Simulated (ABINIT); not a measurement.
# CsPbI2Br (P4/mmm): a self-consistent loop beyond G0W0, cycle by cycle, part 2 of 3

How far does self-consistency move the gap of CsPbI2Br (P4/mmm)?

ABINIT 10.8.3; PBE and many-body steps on it, plane waves. Known limits of the many-body steps: not at the basis limit; no spin-orbit coupling; coarse k mesh.

So far. Step 5 (evGW0, cycle 1): Against G0W0 in ABINIT (2×2×2 mesh, 273 bands, screening to 106.1 eV, Godby-Needs plasmon pole), the gap moves by +0.258 eV. This first cycle still uses the starting levels; it takes the full correction, at all points of the mesh, and its linearised value is 2.551 eV. Step 6 (evGW0, cycle 2): Against the cycle before, the gap moves by −0.108 eV.

### 7. evGW0, cycle 3

Level of this step: evGW0 on PBE, plane waves, norm-conserving pseudopotentials (ABINIT).

Contents of run.abi:

```
acell 3*1.0 Angstrom
rprim 
  6.375296000000 0.000000000000 0.000000000000
  0.000000000000 6.375296000000 0.000000000000
  0.000000000000 0.000000000000 5.962220000000
ntypat 4
znucl 55 82 53 35
natom 5
typat 1 2 3 3 4
xred 
  0.500000000000 0.500000000000 0.500000000000
  0.000000000000 0.000000000000 0.000000000000
  0.000000000000 0.500000000000 0.000000000000
  0.500000000000 0.000000000000 0.000000000000
  0.000000000000 0.000000000000 0.500000000000
pp_dirpath "pseudos"
pseudos "Cs.upf, Pb.upf, I.upf, Br.upf"
ecut 34
ngkpt 2 2 2
nshiftk 1
shiftk 0 0 0
kptopt 1
chksymbreak 0
istwfk *1
occopt 1
irdwfk 1
optdriver 4
nband 273
gwcalctyp 10
ecutsigx 34
symsigma 1
nkptgw 6
kptgw 
  0.0000000000 0.0000000000 0.0000000000
  0.5000000000 0.0000000000 0.0000000000
  0.5000000000 0.5000000000 0.0000000000
  0.0000000000 0.0000000000 0.5000000000
  0.5000000000 0.0000000000 0.5000000000
  0.5000000000 0.5000000000 0.5000000000
bdgw 
  37 55
  37 55
  37 55
  37 55
  37 55
  37 55
ecuteps 3.9
irdscr 1
ppmodel 1
irdqps 1
indata_prefix "in"
outdata_prefix "out"
tmpdata_prefix "tmp"
```

Launch:

```console
OMP_NUM_THREADS=1 mpirun -n 8 abinit run.abi > log
```

Log:

```text
.Version 10.8.3 of ABINIT. v10.8.2 released Aug 2026.

 Symmetries : space group P4/m m m (#123); Bravais tP (primitive tetrag.)
[... echo of the input left out ...]
== DATASET  1 ==================================================================
-   mpi_nproc: 8, omp_nthreads: 1 (-1 if OMP is not activated)

--- !DatasetInfo
iteration_state: {dtset: 1, }
dimensions: {natom: 5, nkpt: 6, mband: 273, nsppol: 1, nspinor: 1, nspden: 1, mpw: 15544, }
cutoff_energies: {ecut:  34.0, pawecutdg:  -1.0, }
[...]
.  kptgw no:  4; Maximum DeltaE = (  -0.008  -0.000) for band index:  5
.  kptgw no:  5; Maximum DeltaE = (  -0.004  -0.000) for band index: 18
.  kptgw no:  6; Maximum DeltaE = (  -0.011  -0.000) for band index:  8

== END DATASET(S) ==============================================================
================================================================================

 -outvars: echo values of variables after computation  --------
           etotal      0.0000000000E+00
            nband         273
             nkpt           6
          spgroup         123
 [... the other variables as echoed above ...]

 Calculation completed.
```

The job ended after 5.6 min (8 MPI ranks of AMD EPYC 9R45, shared host; peak memory 7.7 GiB).

Numbers from this step:

```yaml
quasiparticle_gap_on_the_mesh: 2.709 eV
gap_of_the_density_functional_on_the_mesh: 1.485 eV
k_of_the_valence_top: 0.5, 0.5, 0.5
k_of_the_conduction_bottom: 0.5, 0.5, 0.5
least_direct_quasiparticle_gap_on_the_computed_points: 2.709 eV
```

Against the cycle before, the gap moves by +0.008 eV.

### 8. Screening, 2×2×2 mesh, 273 bands, screening to 106.1 eV

This step: RPA screening on PBE, plane waves, norm-conserving pseudopotentials.

Edit run.abi of step 7 so:

```diff
@@ -26,26 +26,13 @@
 irdwfk 1
-optdriver 4
+optdriver 3
 nband 273
+ecuteps 3.9
+inclvkb 2
+awtr 1
+symchi 1
 gwcalctyp 10
-ecutsigx 34
-symsigma 1
-nkptgw 6
-kptgw 
-  0.0000000000 0.0000000000 0.0000000000
-  0.5000000000 0.0000000000 0.0000000000
-  0.5000000000 0.5000000000 0.0000000000
-  0.0000000000 0.0000000000 0.5000000000
-  0.5000000000 0.0000000000 0.5000000000
-  0.5000000000 0.5000000000 0.5000000000
-bdgw 
-  37 55
-  37 55
-  37 55
-  37 55
-  37 55
-  37 55
-ecuteps 3.9
-irdscr 1
-ppmodel 1
-irdqps 1
+mbpt_sciss 1.286 eV
+nqptdm 1
+qptdm 
+  0 0 0
 indata_prefix "in"
```

Log:

```text
.Version 10.8.3 of ABINIT. v10.8.2 released Aug 2026.

 Symmetries : space group P4/m m m (#123); Bravais tP (primitive tetrag.)
[... echo of the input left out ...]
== DATASET  1 ==================================================================
-   mpi_nproc: 8, omp_nthreads: 1 (-1 if OMP is not activated)

--- !DatasetInfo
iteration_state: {dtset: 1, }
dimensions: {natom: 5, nkpt: 6, mband: 273, nsppol: 1, nspinor: 1, nspden: 1, mpw: 15544, }
cutoff_energies: {ecut:  34.0, pawecutdg:  -1.0, }
electrons: {nelect:   9.80000000E+01, charge:   0.00000000E+00, occopt:   1.00000000E+00, tsmear:   1.00000000E-02, }

 SCREENING: Calculation of the susceptibility and dielectric matrices

 Based on a program developped by R.W. Godby, V. Olevano, G. Onida, and L. Reining.
 Incorporated in ABINIT by V. Olevano, G.-M. Rignanese, and M. Torrent.
.Using double precision arithmetic ; gwpc =  8

[... cell and pseudopotentials left out ...]
--------------------------------------------------------------------------------

 ==== K-mesh for the wavefunctions ====
 Number of points in the irreducible wedge :     6
[... list of points left out ...]
 Together with 16 symmetry operations and time-reversal symmetry
 yields     8 points in the full Brillouin Zone.

 ==== Q-mesh for the screening function ====
 Number of points in the irreducible wedge :     6
[... list of points left out ...]
 Together with 16 symmetry operations and time-reversal symmetry
 yields     8 points in the full Brillouin Zone.

 setmesh: FFT mesh size selected  =    45x   45x   40
          total number of points  =        81000

 vcoul_init : cutoff-mode = AUXILIARY_FUNCTION
 q-points for optical limit:   1
     1)      0.000010    0.000020    0.000030

 Dielectric matrix will be calculated only for some
 selected q points provided by the user through the input variables
 nqptdm and qptdm

- screening: taking advantage of time-reversal symmetry
- Maximum band index for partially occupied states nbvw = 49
- Remaining bands to be divided among processors   nbcw = 224
- Number of bands treated by each node ~28

 rdqps: reading QP wavefunctions of the previous step
        looking for file in_QPS
 file not found, 1st iteration initialized with KS eigenelements

 screening : performing a first self-consistency
 update of the energies in W by a scissor operator
 applying a scissor operator of [eV] :   1.286

 Number of electrons calculated from density =   98.0000; Expected =   98.0000
 average of density, n =  0.059927
 r_s =    1.5852
 omega_plasma =   23.6138 [eV]

 calculating chi0 at frequencies [eV] :
  1    0.000000E+00    0.000000E+00
  2    0.000000E+00    2.361381E+01

--------------------------------------------------------------------------------
  q-point number  1        q = ( 0.000000, 0.000000, 0.000000) [r.l.u.]
--------------------------------------------------------------------------------
[... chi0 elements left out ...]
 For q-point:  0.000010 0.000020 0.000030
  dielectric constant =   7.1455
  dielectric constant without local fields =   7.9932

  Average fulfillment of the sum rule on Im[epsilon] for q-point    1 :     62.48  [%]
[... wings left out ...]
== END DATASET(S) ==============================================================
================================================================================

 -outvars: echo values of variables after computation  --------
           etotal      0.0000000000E+00
            nband         273
             nkpt           6
          spgroup         123
 [... the other variables as echoed above ...]

 Calculation completed.
```

Run time: 93 s. Hardware: 8 MPI ranks; peak memory 7.4 GiB; 12 min of CPU time.

This step gave:

```
ε∞ with local fields, on this mesh, along the program's q direction : 7.146
the same without local fields                                       : 7.993
plasma frequency                                                    : 23.61 eV
plane waves in the screening matrix                                 : 603
```

This screening uses the functional's bands under a rigid shift, the mean opening of the cycle before.

### 9. Screening, 2×2×2 mesh, 273 bands, screening to 106.1 eV

This step: RPA screening on PBE from quasiparticle energies, plane waves, norm-conserving pseudopotentials.

Edit run.abi of step 8 so:

```diff
@@ -32,7 +32,11 @@
 symchi 1
+irdqps 1
 gwcalctyp 10
-mbpt_sciss 1.286 eV
-nqptdm 1
+nqptdm 5
 qptdm 
-  0 0 0
+  0.5000000000 0.0000000000 0.0000000000
+  0.5000000000 0.5000000000 0.0000000000
+  0.0000000000 0.0000000000 0.5000000000
+  0.5000000000 0.0000000000 0.5000000000
+  0.5000000000 0.5000000000 0.5000000000
 indata_prefix "in"
```

Contents of mrgscr.stdin:

```
2
merged
q0_SCR
out_SCR
1
```

Launch:

```console
OMP_NUM_THREADS=1 mpirun -n 8 abinit run.abi > log; mrgscr < mrgscr.stdin
```

Log:

```text
.Version 10.8.3 of ABINIT. v10.8.2 released Aug 2026.

 Symmetries : space group P4/m m m (#123); Bravais tP (primitive tetrag.)
[... echo of the input left out ...]
== DATASET  1 ==================================================================
-   mpi_nproc: 8, omp_nthreads: 1 (-1 if OMP is not activated)

--- !DatasetInfo
iteration_state: {dtset: 1, }
dimensions: {natom: 5, nkpt: 6, mband: 273, nsppol: 1, nspinor: 1, nspden: 1, mpw: 15544, }
cutoff_energies: {ecut:  34.0, pawecutdg:  -1.0, }
[...]
q-point number  1        q = ( 0.500000, 0.000000, 0.000000) [r.l.u.]
--------------------------------------------------------------------------------
[... chi0 elements left out ...]
  Average fulfillment of the sum rule on Im[epsilon] for q-point    2 :     67.61  [%]

--------------------------------------------------------------------------------
  q-point number  2        q = ( 0.500000, 0.500000, 0.000000) [r.l.u.]
--------------------------------------------------------------------------------
[... chi0 elements left out ...]
  Average fulfillment of the sum rule on Im[epsilon] for q-point    3 :     66.07  [%]

 [... 3 further q-points ...]
```

The job ended after 50 s (8 MPI ranks; peak memory 6.2 GiB).

This step gave:

- plasma frequency: 23.61 eV
- plane waves in the screening matrix: 603

This screening reads the quasiparticle levels of the cycle before.

### 10. evGW, cycle 1

This step: evGW on PBE, plane waves, norm-conserving pseudopotentials.

Edit run.abi of step 9 so:

```diff
@@ -26,12 +26,10 @@
 irdwfk 1
-optdriver 3
+optdriver 4
 nband 273
-ecuteps 3.9
-inclvkb 2
-awtr 1
-symchi 1
-irdqps 1
 gwcalctyp 10
-nqptdm 5
-qptdm 
+ecutsigx 34
+symsigma 1
+nkptgw 6
+kptgw 
+  0.0000000000 0.0000000000 0.0000000000
   0.5000000000 0.0000000000 0.0000000000
@@ -41,2 +39,13 @@
   0.5000000000 0.5000000000 0.5000000000
+bdgw 
+  37 55
+  37 55
+  37 55
+  37 55
+  37 55
+  37 55
+ecuteps 3.9
+irdscr 1
+ppmodel 1
+irdqps 1
 indata_prefix "in"
```

Launch:

```console
OMP_NUM_THREADS=1 mpirun -n 8 abinit run.abi > log
```

Log:

```text
.Version 10.8.3 of ABINIT. v10.8.2 released Aug 2026.

 Symmetries : space group P4/m m m (#123); Bravais tP (primitive tetrag.)
[... echo of the input left out ...]
== DATASET  1 ==================================================================
-   mpi_nproc: 8, omp_nthreads: 1 (-1 if OMP is not activated)

--- !DatasetInfo
iteration_state: {dtset: 1, }
dimensions: {natom: 5, nkpt: 6, mband: 273, nsppol: 1, nspinor: 1, nspden: 1, mpw: 15544, }
cutoff_energies: {ecut:  34.0, pawecutdg:  -1.0, }
[...]
.  kptgw no:  4; Maximum DeltaE = (  -0.144   0.001) for band index:  4
.  kptgw no:  5; Maximum DeltaE = (  -0.177   0.000) for band index:  4
.  kptgw no:  6; Maximum DeltaE = (  -0.159   0.000) for band index:  4

== END DATASET(S) ==============================================================
================================================================================

 -outvars: echo values of variables after computation  --------
           etotal      0.0000000000E+00
            nband         273
             nkpt           6
          spgroup         123
 [... the other variables as echoed above ...]

 Calculation completed.
```

Wall time 5.7 min (8 MPI ranks); peak memory 7.7 GiB.

This step gave:

- quasiparticle gap on the mesh: 2.979 eV
- gap of the density functional on the mesh: 1.485 eV
- k of the valence top: 0.5, 0.5, 0.5
- k of the conduction bottom: 0.5, 0.5, 0.5
- least direct quasiparticle gap on the computed points: 2.979 eV

Against G0W0 in ABINIT (2×2×2 mesh, 273 bands, screening to 106.1 eV, Godby-Needs plasmon pole), the gap moves by +0.428 eV.

### 11. Screening, 2×2×2 mesh, 273 bands, screening to 106.1 eV

This step: RPA screening on PBE, plane waves, norm-conserving pseudopotentials.

Edit run.abi of step 10 so:

```diff
@@ -26,26 +26,13 @@
 irdwfk 1
-optdriver 4
+optdriver 3
 nband 273
+ecuteps 3.9
+inclvkb 2
+awtr 1
+symchi 1
 gwcalctyp 10
-ecutsigx 34
-symsigma 1
-nkptgw 6
-kptgw 
-  0.0000000000 0.0000000000 0.0000000000
-  0.5000000000 0.0000000000 0.0000000000
-  0.5000000000 0.5000000000 0.0000000000
-  0.0000000000 0.0000000000 0.5000000000
-  0.5000000000 0.0000000000 0.5000000000
-  0.5000000000 0.5000000000 0.5000000000
-bdgw 
-  37 55
-  37 55
-  37 55
-  37 55
-  37 55
-  37 55
-ecuteps 3.9
-irdscr 1
-ppmodel 1
-irdqps 1
+mbpt_sciss 1.576 eV
+nqptdm 1
+qptdm 
+  0 0 0
 indata_prefix "in"
```

Log:

```text
.Version 10.8.3 of ABINIT. v10.8.2 released Aug 2026.

 Symmetries : space group P4/m m m (#123); Bravais tP (primitive tetrag.)
[... echo of the input left out ...]
== DATASET  1 ==================================================================
-   mpi_nproc: 8, omp_nthreads: 1 (-1 if OMP is not activated)

--- !DatasetInfo
iteration_state: {dtset: 1, }
dimensions: {natom: 5, nkpt: 6, mband: 273, nsppol: 1, nspinor: 1, nspden: 1, mpw: 15544, }
cutoff_energies: {ecut:  34.0, pawecutdg:  -1.0, }
[...]
[... chi0 elements left out ...]
 For q-point:  0.000010 0.000020 0.000030
  dielectric constant =   6.7743
  dielectric constant without local fields =   7.5602

  Average fulfillment of the sum rule on Im[epsilon] for q-point    1 :     63.07  [%]
[... wings left out ...]
== END DATASET(S) ==============================================================
================================================================================

 -outvars: echo values of variables after computation  --------
           etotal      0.0000000000E+00
            nband         273
             nkpt           6
          spgroup         123
 [... the other variables as echoed above ...]

 Calculation completed.
```

Wall time 1.7 min (8 MPI ranks); peak memory 7.3 GiB.

Numbers from this step:

| Property | Result |
| --- | --- |
| ε∞ with local fields, on this mesh, along the program's q direction | 6.774 |
| the same without local fields | 7.560 |
| plasma frequency | 23.61 eV |
| plane waves in the screening matrix | 603 |

This screening uses the functional's bands under a rigid shift, the mean opening of the cycle before.

### 12. Screening, 2×2×2 mesh, 273 bands, screening to 106.1 eV

This step: RPA screening on PBE from quasiparticle energies, plane waves, norm-conserving pseudopotentials.

Edit run.abi of step 11 so:

```diff
@@ -32,7 +32,11 @@
 symchi 1
+irdqps 1
 gwcalctyp 10
-mbpt_sciss 1.576 eV
-nqptdm 1
+nqptdm 5
 qptdm 
-  0 0 0
+  0.5000000000 0.0000000000 0.0000000000
+  0.5000000000 0.5000000000 0.0000000000
+  0.0000000000 0.0000000000 0.5000000000
+  0.5000000000 0.0000000000 0.5000000000
+  0.5000000000 0.5000000000 0.5000000000
 indata_prefix "in"
```

mrgscr.stdin is that of step 9.

Launch:

```console
OMP_NUM_THREADS=1 mpirun -n 8 abinit run.abi > log; mrgscr < mrgscr.stdin
```

Log:

```text
.Version 10.8.3 of ABINIT. v10.8.2 released Aug 2026.

 Symmetries : space group P4/m m m (#123); Bravais tP (primitive tetrag.)
[... echo of the input left out ...]
== DATASET  1 ==================================================================
-   mpi_nproc: 8, omp_nthreads: 1 (-1 if OMP is not activated)

--- !DatasetInfo
iteration_state: {dtset: 1, }
dimensions: {natom: 5, nkpt: 6, mband: 273, nsppol: 1, nspinor: 1, nspden: 1, mpw: 15544, }
cutoff_energies: {ecut:  34.0, pawecutdg:  -1.0, }
[...]
q-point number  1        q = ( 0.500000, 0.000000, 0.000000) [r.l.u.]
--------------------------------------------------------------------------------
[... chi0 elements left out ...]
  Average fulfillment of the sum rule on Im[epsilon] for q-point    2 :     68.05  [%]

--------------------------------------------------------------------------------
  q-point number  2        q = ( 0.500000, 0.500000, 0.000000) [r.l.u.]
--------------------------------------------------------------------------------
[... chi0 elements left out ...]
  Average fulfillment of the sum rule on Im[epsilon] for q-point    3 :     66.47  [%]

 [... 3 further q-points ...]
```

Run time: 55 s. Hardware: 8 MPI ranks; peak memory 6.2 GiB; 7.3 min of CPU time.

This step gave:

* plasma frequency: 23.61 eV
* plane waves in the screening matrix: 603

This screening reads the quasiparticle levels of the cycle before.

### 13. evGW, cycle 2

This step: evGW on PBE, plane waves, norm-conserving pseudopotentials.

Edit run.abi of step 12 so:

```diff
@@ -26,12 +26,10 @@
 irdwfk 1
-optdriver 3
+optdriver 4
 nband 273
-ecuteps 3.9
-inclvkb 2
-awtr 1
-symchi 1
-irdqps 1
 gwcalctyp 10
-nqptdm 5
-qptdm 
+ecutsigx 34
+symsigma 1
+nkptgw 6
+kptgw 
+  0.0000000000 0.0000000000 0.0000000000
   0.5000000000 0.0000000000 0.0000000000
@@ -41,2 +39,13 @@
   0.5000000000 0.5000000000 0.5000000000
+bdgw 
+  37 55
+  37 55
+  37 55
+  37 55
+  37 55
+  37 55
+ecuteps 3.9
+irdscr 1
+ppmodel 1
+irdqps 1
 indata_prefix "in"
```

Launch:

```console
OMP_NUM_THREADS=1 mpirun -n 8 abinit run.abi > log
```

Log:

```text
.Version 10.8.3 of ABINIT. v10.8.2 released Aug 2026.

 Symmetries : space group P4/m m m (#123); Bravais tP (primitive tetrag.)
[... echo of the input left out ...]
== DATASET  1 ==================================================================
-   mpi_nproc: 8, omp_nthreads: 1 (-1 if OMP is not activated)

--- !DatasetInfo
iteration_state: {dtset: 1, }
dimensions: {natom: 5, nkpt: 6, mband: 273, nsppol: 1, nspinor: 1, nspden: 1, mpw: 15544, }
cutoff_energies: {ecut:  34.0, pawecutdg:  -1.0, }
[...]
.  kptgw no:  4; Maximum DeltaE = (  -0.014   0.000) for band index:  4
.  kptgw no:  5; Maximum DeltaE = (  -0.017   0.000) for band index:  4
.  kptgw no:  6; Maximum DeltaE = (  -0.035   0.000) for band index:  2

== END DATASET(S) ==============================================================
================================================================================

 -outvars: echo values of variables after computation  --------
           etotal      0.0000000000E+00
            nband         273
             nkpt           6
          spgroup         123
 [... the other variables as echoed above ...]

 Calculation completed.
```

Wall time 5.9 min (8 MPI ranks); peak memory 7.7 GiB.

This step gave:

```
quasiparticle gap on the mesh                         : 3.004 eV
gap of the density functional on the mesh             : 1.485 eV
k of the valence top                                  : 0.5, 0.5, 0.5
k of the conduction bottom                            : 0.5, 0.5, 0.5
least direct quasiparticle gap on the computed points : 3.004 eV
```

Against the cycle before, the gap moves by +0.025 eV.

### 14. Screening, 2×2×2 mesh, 273 bands, screening to 106.1 eV

This step: RPA screening on PBE, plane waves, norm-conserving pseudopotentials.

Edit run.abi of step 13 so:

```diff
@@ -26,26 +26,13 @@
 irdwfk 1
-optdriver 4
+optdriver 3
 nband 273
+ecuteps 3.9
+inclvkb 2
+awtr 1
+symchi 1
 gwcalctyp 10
-ecutsigx 34
-symsigma 1
-nkptgw 6
-kptgw 
-  0.0000000000 0.0000000000 0.0000000000
-  0.5000000000 0.0000000000 0.0000000000
-  0.5000000000 0.5000000000 0.0000000000
-  0.0000000000 0.0000000000 0.5000000000
-  0.5000000000 0.0000000000 0.5000000000
-  0.5000000000 0.5000000000 0.5000000000
-bdgw 
-  37 55
-  37 55
-  37 55
-  37 55
-  37 55
-  37 55
-ecuteps 3.9
-irdscr 1
-ppmodel 1
-irdqps 1
+mbpt_sciss 1.602 eV
+nqptdm 1
+qptdm 
+  0 0 0
 indata_prefix "in"
```

Log:

```text
.Version 10.8.3 of ABINIT. v10.8.2 released Aug 2026.

 Symmetries : space group P4/m m m (#123); Bravais tP (primitive tetrag.)
[... echo of the input left out ...]
== DATASET  1 ==================================================================
-   mpi_nproc: 8, omp_nthreads: 1 (-1 if OMP is not activated)

--- !DatasetInfo
iteration_state: {dtset: 1, }
dimensions: {natom: 5, nkpt: 6, mband: 273, nsppol: 1, nspinor: 1, nspden: 1, mpw: 15544, }
cutoff_energies: {ecut:  34.0, pawecutdg:  -1.0, }
[...]
[... chi0 elements left out ...]
 For q-point:  0.000010 0.000020 0.000030
  dielectric constant =   6.7435
  dielectric constant without local fields =   7.5243

  Average fulfillment of the sum rule on Im[epsilon] for q-point    1 :     63.12  [%]
[... wings left out ...]
== END DATASET(S) ==============================================================
================================================================================

 -outvars: echo values of variables after computation  --------
           etotal      0.0000000000E+00
            nband         273
             nkpt           6
          spgroup         123
 [... the other variables as echoed above ...]

 Calculation completed.
```

It took 99 s on 8 MPI ranks; peak memory 7.4 GiB.

Numbers from this step:

| Property | Result |
| --- | --- |
| ε∞ with local fields, on this mesh, along the program's q direction | 6.744 |
| the same without local fields | 7.524 |
| plasma frequency | 23.61 eV |
| plane waves in the screening matrix | 603 |

This screening uses the functional's bands under a rigid shift, the mean opening of the cycle before.

[end of part 2 of 3]

[Paths, hosts, dates, memory and timing lines, banners, echoed tables and standing remarks are left out of the program output.]

[Logs are printed without paths, hosts, clocks, repeated set-up lines and the standing remarks that a program may print on its own settings, such as how far it seeks lower states.]

[Runs of the session that timed out or met a known fault of the program may be left out.]

[Hosts, paths, dates, database ids (printed as entryN), source tags and the programs' standing remarks are cut or masked in the printed files.]

[G0W0 gaps are taken among the corrected bands and points alone; a level outside them can change the order at an edge.]

[Where Ansatz stands beside ABINIT at settings called matched, ABINIT's density can come from a denser mesh and the files from another edition; pairs whose starting gaps differed by over 0.03 eV were left out, so agreement reads better than it is.]
